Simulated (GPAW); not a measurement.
Consider ZnNi3C (Pm-3m).

```xyz
5
Lattice="3.7663 0.0000 0.0000 0.0000 3.7663 0.0000 0.0000 0.0000 3.7663" Properties=species:S:1:pos:R:3 pbc="T T T"
Zn    0.0000    0.0000    0.0000
Ni    1.8831    0.0000    1.8831
Ni    1.8831    1.8831    0.0000
Ni    0.0000    1.8831    1.8831
C     1.8831    1.8831    1.8831
```

Absorber: atom 1, with 12 Ni at 2.66 Å (cuboctahedral, site symmetry m-3m). Method: GPAW, LDA, excited-electron core hole (neutral cell), 20-atom cell with 6.5 Å between holes, 5×5×5 k points, dipole transitions, Gaussian full width 1.67 eV up to 4 eV, rising linearly to 3.5 eV at 25 eV.

Q: Predict the near-edge structure at the Zn K edge.

Main maxima up to 30 eV above the zero (height): 3.8 eV (2.04) and 15.4 eV (1.73). A K edge sees empty p states on the absorber. The total-energy difference is 9640.67 eV. The tabulated edge of the element is 9659 eV. The functional leaves an error in such absolute values: in the free atom LDA prices this hole 19.1 eV below PBE (computed apart), and PBE is itself good to a few eV.

The Zn K spectrum (energy from the lowest empty level; intensity scaled to a mean of 1 over the first 20 eV):

| E (eV) | intensity |
| --- | --- |
| -2.0 | 0.00 |
| -1.5 | 0.01 |
| -1.0 | 0.03 |
| -0.5 | 0.07 |
| 0.0 | 0.13 |
| 0.5 | 0.17 |
| 1.0 | 0.23 |
| 1.5 | 0.36 |
| 2.0 | 0.58 |
| 2.5 | 0.95 |
| 3.0 | 1.48 |
| 3.5 | 1.95 |
| 4.0 | 1.99 |
| 4.5 | 1.59 |
| 5.0 | 1.12 |
| 5.5 | 0.81 |
| 6.0 | 0.62 |
| 6.5 | 0.48 |
| 7.0 | 0.39 |
| 7.5 | 0.36 |
| 8.0 | 0.38 |
| 8.5 | 0.41 |
| 9.0 | 0.44 |
| 9.5 | 0.49 |
| 10.0 | 0.55 |
| 10.5 | 0.62 |
| 11.0 | 0.69 |
| 11.5 | 0.79 |
| 12.0 | 0.92 |
| 12.5 | 1.09 |
| 13.0 | 1.29 |
| 13.5 | 1.47 |
| 14.0 | 1.61 |
| 14.5 | 1.69 |
| 15.0 | 1.72 |
| 15.5 | 1.73 |
| 16.0 | 1.70 |
| 16.5 | 1.63 |
| 17.0 | 1.52 |
| 17.5 | 1.36 |
| 18.0 | 1.20 |
| 18.5 | 1.06 |
| 19.0 | 0.96 |
| 19.5 | 0.89 |
| 20.0 | 0.83 |
| 20.5 | 0.76 |
| 21.0 | 0.69 |
| 21.5 | 0.63 |
| 22.0 | 0.57 |
| 22.5 | 0.54 |
| 23.0 | 0.52 |
| 23.5 | 0.51 |
| 24.0 | 0.51 |
| 24.5 | 0.50 |
| 25.0 | 0.49 |
| 25.5 | 0.48 |
| 26.0 | 0.47 |
| 26.5 | 0.46 |
| 27.0 | 0.45 |
| 27.5 | 0.46 |
| 28.0 | 0.46 |
| 28.5 | 0.47 |
| 29.0 | 0.48 |
| 29.5 | 0.50 |
| 30.0 | 0.51 |
| 30.5 | 0.52 |
| 31.0 | 0.54 |
| 31.5 | 0.58 |
| 32.0 | 0.63 |

The hole lies in one spin channel, while the script sums the empty states of both and takes the lower zero; where the two channels are split, this blurs and shifts the curve. The script folds with a Gaussian, whereas the core hole's own line is a Lorentzian, so the onset is too steep and the first peak too high. The starting moments shrank to 0.00 μB or less, so this is hardly a magnetic state. Lifetime broadening is put in by hand, and intensities beyond about 20 eV depend on it and on the partial waves; weight that the partial waves miss at high energy is lost. The structure is a computed Materials Project entry and may be a hypothetical form.

[Banner, clock and machine lines of the logs are left out without a mark of their own.]

[Logs are printed without paths, hosts, clocks, repeated set-up lines and the standing remarks that a program may print on its own settings, such as how far it seeks lower states.]

[Hosts, paths, dates, database ids (printed as entryN), source tags and the programs' standing remarks are cut or masked in the printed files.]

[Lists of maxima count a maximum above −3 eV only where it reaches 4 % of the highest in the window and stands out from its surroundings by 2 % of it (1.5 % where it reaches 55 %); shoulders and weaker maxima are passed over, and of the rest the first, up to two pre-edge ones and the few strongest are named.]
